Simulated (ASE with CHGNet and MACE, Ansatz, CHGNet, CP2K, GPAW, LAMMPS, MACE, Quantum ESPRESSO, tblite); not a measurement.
# Machine-learned potentials runs on amorphous Ge (61 atoms)

Wanted: machine-learned potentials inputs and outputs for amorphous Ge (61 atoms), checked against a plane-wave reference.

Main program and level: ASE with CHGNet and MACE; the method is named at each step.

### Step 1. Set-up

The cell holds 61 atoms: 61 Ge. Cell: a = 11.207 Å, b = 11.207 Å, c = 11.207 Å, α = 90.0°, β = 90.0°, γ = 90.0°. 61 atoms (61 Ge) placed at random at 5.23 g/cm³, melted at 3500 K for 10 ps at fixed volume with the Tersoff potential (Tersoff, Phys. Rev. B 39, 5566 (1989)). Quenched from 3500 K to 300 K at 6 K/ps and fixed volume, annealed at 1300 K for 20 ps, held 5 ps.

The yardstick, on the same geometry:

```
method                 : Kohn-Sham DFT, PBE, SSSP efficiency 1.3.0 pseudopotentials, plane waves (Quantum ESPRESSO 7.5); sssp-pbe-1.3.0-efficiency, cutoffs 45/360 Ry, Γ point
r.m.s. force component : 0.4425 eV/Å
longest force          : 1.405 eV/Å
pressure               : 4.59 GPa
time                   : 3.1 min on 4 MPI ranks of Arm Neoverse V2, shared host
CPU time               : 12 min
```

### Step 2. CHGNet 0.3.0 potential

Method: machine-learned interatomic potential CHGNet 0.3.0, trained on PBE(+U) plane-wave data.

The input, run.py:

```python
import numpy as np
from ase.io import read
import mlip  # loads the published weights by name

atoms = read("structure.xyz")
atoms.calc = mlip.calc("chgnet-0.3.0")
energy = atoms.get_potential_energy()
forces = atoms.get_forces()
print(f"energy {energy:.6f} eV")
print("forces (eV/A)")
for i, (a, f) in enumerate(zip(atoms, forces)):
    print(f"{i:4d} {a.symbol:2s} {f[0]:10.5f} {f[1]:10.5f} {f[2]:10.5f}")
stress = -atoms.get_stress(voigt=False) * 160.21766
print("stress (GPa, compression positive)")
for row in stress:
    print(" ".join(f"{x:10.4f}" for x in row))
```

The input, structure.xyz:

```xyz
61
Lattice="11.20750 0.00000 0.00000 0.00000 11.20750 0.00000 0.00000 0.00000 11.20750" Properties=species:S:1:pos:R:3 pbc="T T T"
Ge 1.20514 7.66559 9.10890
Ge 0.09885 11.01731 3.94807
Ge 5.87889 10.59916 9.05454
Ge 2.84760 1.67507 9.96044
Ge 9.84400 2.49457 0.06355
Ge 6.70668 0.06993 5.61989
Ge 10.45929 7.13559 10.56273
Ge 1.03849 3.60254 4.73080
Ge 4.38437 3.65992 2.46531
Ge 4.39939 0.63434 5.20532
Ge 10.10244 11.19282 10.79383
Ge 4.63015 3.17217 5.19378
Ge 9.91315 6.05676 3.27147
Ge 7.58367 9.93702 7.45523
Ge 2.43909 4.19967 10.23514
Ge 8.45292 2.38339 4.24417
Ge 10.70675 1.51525 7.54534
Ge 8.40025 7.78507 3.98371
Ge 1.76765 0.54300 2.35951
Ge 5.34161 1.65064 9.73730
Ge 9.48636 5.51319 8.86838
Ge 5.88360 5.19994 4.05711
Ge 6.16188 7.47731 3.07691
Ge 3.71361 8.30308 3.18663
Ge 0.35965 6.24504 1.26723
Ge 2.75368 7.15599 1.24616
Ge 2.89086 10.96430 6.85171
Ge 2.34136 7.66414 5.07162
Ge 10.04506 6.81842 6.90898
Ge 1.93285 2.94645 2.52359
Ge 3.89561 9.42484 8.36528
Ge 6.86818 7.86408 0.71280
Ge 7.69709 3.75339 0.83776
Ge 1.19853 9.78426 5.64511
Ge 2.73833 9.04434 10.65217
Ge 3.87656 10.82846 3.12734
Ge 7.83886 7.77778 6.37550
Ge 4.03470 5.09011 0.59949
Ge 2.64071 3.70173 6.51638
Ge 7.59521 0.11264 3.33894
Ge 0.66068 3.88979 0.65104
Ge 5.69767 2.26492 0.86298
Ge 1.56445 11.17220 11.18071
Ge 7.03719 5.45581 8.69455
Ge 6.94585 3.01829 8.46850
Ge 11.16458 8.90951 7.48459
Ge 6.84677 2.44929 6.10954
Ge 5.67604 0.02578 1.70791
Ge 9.15899 8.91859 0.52350
Ge 8.19100 4.33103 3.04250
Ge 0.36189 5.93460 5.04954
Ge 6.38413 5.56856 10.99691
Ge 5.25867 9.52660 11.20022
Ge 3.86883 7.24105 7.06442
Ge 5.97707 6.21512 6.54518
Ge 1.92836 1.68594 7.76231
[... 1 atom lines left out ...]
Ge 2.42194 5.61810 8.27192
Ge 9.42136 9.72699 2.90667
Ge 9.73192 10.59983 8.30902
Ge 9.38404 3.00641 8.94986
```

Launch:

```sh
> OMP_NUM_THREADS=1 python run.py > output.txt
```

Log:

```text
CHGNet v0.3.0 initialized with 412,525 parameters
CHGNet will run on cpu
energy -266.624023 eV
forces (eV/A)
   0 Ge    0.14362    0.01165    0.41915
   1 Ge   -0.51978   -0.04858   -0.40825
   2 Ge    0.39546   -0.10045    0.21553
   3 Ge    0.15245    0.26439    0.48518
   4 Ge   -0.07371   -0.10302    0.39643
   5 Ge    0.24355   -0.59201   -0.01513
   6 Ge   -0.24224    0.08340   -0.16561
   7 Ge   -0.19546    0.09222   -0.38096
   8 Ge   -0.18779   -0.35736    0.58413
   9 Ge   -0.06678    0.42033    0.14538
  10 Ge    0.12111   -0.18398    0.04167
  11 Ge    0.06430    0.07263   -0.05826
  12 Ge    0.39233   -0.13934   -0.42306
  13 Ge   -0.12963   -0.01703    0.07820
  14 Ge   -0.00380   -0.40941   -0.19154
  15 Ge    0.03215   -1.03767    0.17379
  16 Ge   -0.13168    0.00184    0.11108
  17 Ge    0.09511    0.46097    0.24169
  18 Ge    0.05201   -0.11600   -0.36863
  19 Ge   -0.13862    0.28189   -0.25824
  20 Ge    0.35657   -0.00626    0.23566
  21 Ge    0.27246    0.14160   -0.03387
  22 Ge   -0.41834    0.03750   -0.19911
  23 Ge    0.24196    0.07451   -0.07657
[...]
53 Ge   -0.13452    0.27800   -0.02412
  54 Ge    0.06856   -0.36361   -0.23406
  55 Ge   -0.45651    0.63280    0.12980
  56 Ge    0.04220    0.05600    0.01691
  57 Ge   -0.08129   -0.04012   -0.17730
  58 Ge    0.14454    0.07350   -0.09678
  59 Ge   -0.00035    0.54443    0.63130
  60 Ge    0.10473    0.21031   -0.13185
stress (GPa, compression positive)
    4.1371    -0.3030     0.0654
   -0.3030     4.5676    -0.5763
    0.0654    -0.5763     5.2150
```

It took 3.8 s on 1 thread of Arm Neoverse V2, shared host; peak memory 0.61 GiB.

Banners, paths, timers and routine set-up lines are dropped from the logs unmarked, and long logs keep their key lines alone; longer cuts are marked.

Compared with the plane-wave run:

```
r.m.s. force component                  : 0.31 eV/Å
r.m.s. difference of force components   : 274.3 meV/Å
longest difference of force vectors     : 1101 meV/Å
force difference over r.m.s. force      : 62 %
slope of forces against the reference's : 0.5531
correlation of force components         : 0.7897
pressure                                : 4.64 GPa
pressure difference                     : 0.0502 GPa
```

Local excerpt of 9 atoms (numbers count through the whole input) about Ge35, which has 5 bonded neighbours where the commonest count for Ge is 4; x, y, z are measured from there.

```tsv
atom	x	y	z	distance (Å)	bonds	Fx	Fy	Fz (eV/Å)
Ge35	0.00	0.00	0.00	0.00	5	-0.05	-0.23	0.18
Ge43	-1.17	2.13	0.53	2.49	4	-0.49	-0.12	-0.16
Ge1	-1.53	-1.38	-1.54	2.58	4	0.14	0.01	0.42
Ge31	1.16	0.38	-2.29	2.59	4	-0.06	-0.67	0.11
Ge26	0.02	-1.89	1.80	2.61	4	-0.15	0.05	-0.06
Ge53	2.52	0.48	0.55	2.62	4	-0.02	-0.10	-0.02
Ge3	3.14	1.55	-1.60	3.85	4	0.40	-0.10	0.22
Ge4	0.11	3.84	-0.69	3.90	4	0.15	0.26	0.49
Ge24	0.98	-0.74	3.74	3.94	4	0.24	0.07	-0.08
```

Atoms are counted from 1 here, from 0 in the log.

Forces lie 62 % from the reference's, at 0.0048 times its CPU time (on 1 against 4 cores).

### Step 3. MACE MP-0b2 small potential

Method: machine-learned interatomic potential MACE MP-0b2 small, trained on PBE(+U) plane-wave data.

Changes to run.py since step 2:

```diff
@@ -5,3 +5,3 @@
 atoms = read("structure.xyz")
-atoms.calc = mlip.calc("chgnet-0.3.0")
+atoms.calc = mlip.calc("mace-mp-0b2-small")
 energy = atoms.get_potential_energy()
```

structure.xyz is that of step 2.

Log:

```text
energy -269.063789 eV
forces (eV/A)
   0 Ge    0.08743   -0.01371    0.61096
   1 Ge   -0.62211   -0.15331   -0.56398
   2 Ge    0.33796   -0.39092    0.44558
   3 Ge    0.10963    0.89752   -0.03241
   4 Ge   -0.35978    0.12849    0.33959
   5 Ge    0.15074   -0.52602   -0.06331
   6 Ge   -0.24898   -0.00324   -0.28675
   7 Ge   -0.30513    0.08182   -0.27740
   8 Ge   -0.48032   -0.50565    0.54415
   9 Ge    0.09965    0.25504    0.25136
  10 Ge    0.35875   -0.55332   -0.16314
  11 Ge    0.10206   -0.14550   -0.13415
  12 Ge    0.53993   -0.05300   -0.53825
  13 Ge   -0.18468    0.05349    0.03037
  14 Ge    0.28555   -0.78470   -0.15300
  15 Ge    0.03130   -1.12713    0.41934
  16 Ge   -0.20434    0.08539    0.04272
  17 Ge   -0.04209    0.65627    0.35701
  18 Ge    0.04183   -0.22215   -0.32953
  19 Ge   -0.10985    0.31484   -0.09003
  20 Ge    0.26254   -0.06685    0.29221
  21 Ge    0.70093   -0.08077   -0.17351
  22 Ge   -0.63119    0.17772   -0.16928
  23 Ge    0.54287    0.17747   -0.04828
[...]
53 Ge   -0.15964    0.45077    0.18574
  54 Ge    0.20719   -0.33230   -0.12251
  55 Ge   -0.35643    0.72340    0.10074
  56 Ge   -0.17519    0.15253   -0.11861
  57 Ge   -0.00714   -0.16209   -0.48893
  58 Ge    0.13887    0.19755   -0.00436
  59 Ge    0.21396    0.66199    0.77242
  60 Ge    0.25996    0.30403   -0.18996
stress (GPa, compression positive)
    2.2937    -0.7288     0.3979
   -0.7288     2.7704    -1.0306
    0.3979    -1.0306     3.8701
```

The job ended after 7 s (1 thread; peak memory 0.67 GiB).

Compared with the plane-wave run:

* r.m.s. force component: 0.3926 eV/Å
* r.m.s. difference of force components: 193.1 meV/Å
* longest difference of force vectors: 701.6 meV/Å
* force difference over r.m.s. force: 43.63 %
* slope of forces against the reference's: 0.7983
* correlation of force components: 0.8999
* pressure: 2.978 GPa
* pressure difference: -1.612 GPa

Against the first run (62 %), the force difference from the reference is 44 %, at 1.9 times the CPU time.

### Step 4. MACE MPA-0 medium potential

Method: machine-learned interatomic potential MACE MPA-0 medium, trained on PBE(+U) plane-wave data.

Changes to run.py since step 3:

```diff
@@ -5,3 +5,3 @@
 atoms = read("structure.xyz")
-atoms.calc = mlip.calc("mace-mp-0b2-small")
+atoms.calc = mlip.calc("mace-mpa-0-medium")
 energy = atoms.get_potential_energy()
```

structure.xyz is that of step 3.

Log:

```text
energy -268.406384 eV
forces (eV/A)
   0 Ge   -0.08070   -0.09382    0.57511
   1 Ge   -0.58703   -0.03051   -0.41087
   2 Ge    0.29541   -0.48881    0.40758
   3 Ge    0.19207    0.90248    0.13661
   4 Ge   -0.50396    0.07079    0.29201
   5 Ge    0.23073   -0.51443    0.05092
   6 Ge   -0.19467   -0.01105   -0.15808
   7 Ge   -0.10766   -0.05933   -0.17470
   8 Ge   -0.49718   -0.50224    0.51395
   9 Ge   -0.04876    0.16541    0.17696
  10 Ge    0.20793   -0.60621   -0.13491
  11 Ge    0.38687   -0.38704   -0.06748
  12 Ge    0.59556    0.01598   -0.64205
  13 Ge   -0.08603    0.11844    0.01181
  14 Ge    0.28717   -0.98517    0.12368
  15 Ge   -0.18370   -1.30658    0.26264
  16 Ge   -0.20385    0.05358   -0.16983
  17 Ge   -0.09366    0.78738    0.24404
  18 Ge    0.24736   -0.27680   -0.26885
  19 Ge   -0.38091    0.28988   -0.31425
  20 Ge    0.13929    0.06920    0.35320
  21 Ge    0.69518    0.03937   -0.18528
  22 Ge   -0.74445    0.30888   -0.41033
  23 Ge    0.66195    0.24582   -0.04594
[...]
53 Ge   -0.28495    0.48743    0.16085
  54 Ge    0.51314   -0.30860   -0.22020
  55 Ge   -0.25420    0.46670    0.17893
  56 Ge   -0.14782    0.22696   -0.15695
  57 Ge   -0.01832   -0.04690   -0.58337
  58 Ge    0.09089    0.14402   -0.11685
  59 Ge    0.32366    0.87160    0.81623
  60 Ge    0.28008    0.37697   -0.14006
stress (GPa, compression positive)
    3.2014    -0.7874     0.5518
   -0.7874     4.0505    -1.5415
    0.5518    -1.5415     5.5582
```

The job ended after 7.2 s (1 thread; peak memory 0.77 GiB).

Against the reference:

```
r.m.s. force component                  : 0.4348 eV/Å
r.m.s. difference of force components   : 174.4 meV/Å
longest difference of force vectors     : 654 meV/Å
force difference over r.m.s. force      : 39.41 %
slope of forces against the reference's : 0.905
correlation of force components         : 0.9211
pressure                                : 4.27 GPa
pressure difference                     : -0.3197 GPa
```

Against the first run (62 %), the force difference from the reference is 39 %, at 2.0 times the CPU time.

### Step 5. Side by side

Differences are against the plane-wave reference, forces as r.m.s. over components; share is that over the reference's r.m.s. force, slope the least-squares factor from reference forces to these. Total energies of different programs have different zeros and aren't compared.

```tsv
run	Δ force, r.m.s. (meV/Å)	share (%)	slope	Δ pressure (GPa)	cores	CPU time	memory (GiB)
reference	-	-	-	-	4	12 min	4.1
CHGNet 0.3.0 potential	274	62.0	0.553	0.0502	1	3.6 s	0.61
MACE MP-0b2 small potential	193	43.6	0.798	-1.61	1	6.8 s	0.67
MACE MPA-0 medium potential	174	39.4	0.905	-0.320	1	7.2 s	0.77
```

Times of the machine-learned potentials are mostly Python's start and the loading of weights.

CPU time is summed over cores on a shared host, where runs went side by side, so it is rough. Symmetry, cutoffs, thresholds, outputs and thread counts weren't matched or tuned between programs; memory under MPI is the largest rank's times the ranks.

### Step 6. Results

* nearest in forces: MACE MPA-0 medium potential, 39 %
* its CPU time: 7.2 s

What this shows: Machine-learned potentials differ by 39 % (MACE MPA-0 medium potential) to 62 % (CHGNet 0.3.0 potential); they were trained on other programs' data. Among those trained on PBE data the slope goes as low as 0.55, with a correlation of 0.79, so directions differ as well as sizes. The reference's pressure holds the uncorrected Pulay stress of its 45 Ry basis, so small pressure differences, and their order, may be the reference's own error. Machine-learned potentials mimic data converged in k, so the reference's own k-point error enters their differences. The quench rate of 6 K/ps is many orders above laboratory rates, so the cell is likely richer in defects and strain than a real sample. The network of bonds at the start is that of the classical potential that made the cell, and needn't be the one that DFT or experiment would give. The reference's stress is far from hydrostatic: its diagonal is 3.2, 3.7, 6.8 GPa, compression counted positive. The electronic-structure runs sample only Γ, in a cell whose shortest periodic width is 11 Å, which is coarse for a cell with partly filled levels.

[Also dropped from logs without a mark: logging warnings of Python, and SIESTA's first energy breakdown and zero terms.]

[Logs are printed without paths, hosts, clocks, repeated set-up lines and the standing remarks that a program may print on its own settings, such as how far it seeks lower states.]

[Hosts, paths, dates, database ids (printed as entryN), source tags and the programs' standing remarks are cut or masked in the printed files.]
